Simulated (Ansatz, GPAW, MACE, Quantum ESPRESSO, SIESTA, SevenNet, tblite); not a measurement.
**A faulty GPAW run on generalised stacking fault on (110) of a LiCl-LiBr solid solution (56 atoms)**

Program: GPAW 26.7.0, a calculation on a cell of 28 Li, 10 Br and 18 Cl, 18.4 Å³ an atom.

run.py reads:

```python
import numpy as np
from ase.io import read
from gpaw import GPAW, FermiDirac

atoms = read("structure.xyz")
atoms.calc = GPAW(
    mode="lcao",
    basis="dzp",
    h=0.2,
    xc="PBE",
    kpts={"size": (1, 1, 1), "gamma": True},
    occupations=FermiDirac(0.05),
    maxiter=60,
    symmetry={"point_group": False},
    nbands=70,
    txt="gpaw.txt",
)
energy = atoms.get_potential_energy(force_consistent=True)
forces = atoms.get_forces()
print(f"energy {energy:.6f} eV")
print("forces (eV/A)")
for i, (a, f) in enumerate(zip(atoms, forces)):
    print(f"{i:4d} {a.symbol:2s} {f[0]:10.5f} {f[1]:10.5f} {f[2]:10.5f}")
print(f"Fermi level {atoms.calc.get_fermi_level():.4f} eV")
for k in range(len(atoms.calc.get_ibz_k_points())):
    for s in range(atoms.calc.get_number_of_spins()):
        e = atoms.calc.get_eigenvalues(kpt=k, spin=s)
        n = np.searchsorted(e, atoms.calc.get_fermi_level())
        print(f"k {k} spin {s} levels about the Fermi level:", np.round(e[max(n - 6, 0):n], 4).tolist(), "|", np.round(e[n:n + 6], 4).tolist())
```

structure.xyz reads:

```xyz
56
Lattice="7.44767 0.00000 0.00000 0.00000 5.26630 0.00000 0.62061 0.00000 26.26686" Properties=species:S:1:pos:R:3 pbc="T T T"
Li 7.46790 0.00300 26.09875
Br 5.59699 0.02738 1.86889
Li 7.46002 5.25503 3.71912
Cl 5.57460 0.01659 5.58013
Li 7.46303 0.01459 7.45874
Cl 5.57128 5.26045 9.32001
Li 7.46511 5.26319 11.21595
Cl 5.58066 5.25040 13.00472
Li 7.47809 0.02738 14.85759
Cl 5.59270 0.02054 16.74512
[... 42 atom lines left out ...]
Li 5.56327 2.65653 20.46425
Br 3.69865 2.62256 22.32000
Li 5.60026 2.66554 24.21437
Br 3.72574 2.59560 26.08299
```

On the command line:

```sh
OMP_NUM_THREADS=1 python run.py > output.txt
```

Log:

```text
ValueError: Too few bands!  Electrons: 224.0, bands: 70
```

gpaw.txt:

```text
Input parameters:
  mode=LCAO(),
  basis={'default': 'dzp'},
  h=0.2,
  kpts=MonkhorstPack(size=(1, 1, 1), gamma=True),
  maxiter=60,
  nbands=70,
  occupations=Occupations(name='fermi-dirac', width=0.05, fixmagmom=False),
  symmetry=Symmetry(point_group=False),
  xc=XC(name='PBE')
timing:  # [seconds]
  Total: 0.143  # ━━━━━━━━━━━━━━━━━━━━━━━━━━━━━━━━━━━━━━━━━━━━━━━━━━━━━━━━━━━
  Init:  0.121  # ━━━━━━━━━━━━━━━━━━━━━━━━━━━━━━━━━━━━━━━━━━━━━━━━━━
```

The job ended after 1.4 s (1 thread of Arm Neoverse V1, shared host; peak memory 0.11 GiB).

Banners, paths, timers and routine set-up lines are dropped from the logs unmarked, and long logs keep their key lines alone; longer cuts are marked.

Q: Find the fault and mend it.

Too few bands: bands 70. Mend: ask for at least half as many bands as electrons, and some more for the smearing.

The program stopped at the start.

[Also dropped from logs without a mark: logging warnings of Python, and SIESTA's first energy breakdown and zero terms.]

[Logs are printed without paths, hosts, clocks, repeated set-up lines and the standing remarks that a program may print on its own settings, such as how far it seeks lower states.]

[Hosts, paths, dates, database ids (printed as entryN), source tags and the programs' standing remarks are cut or masked in the printed files.]
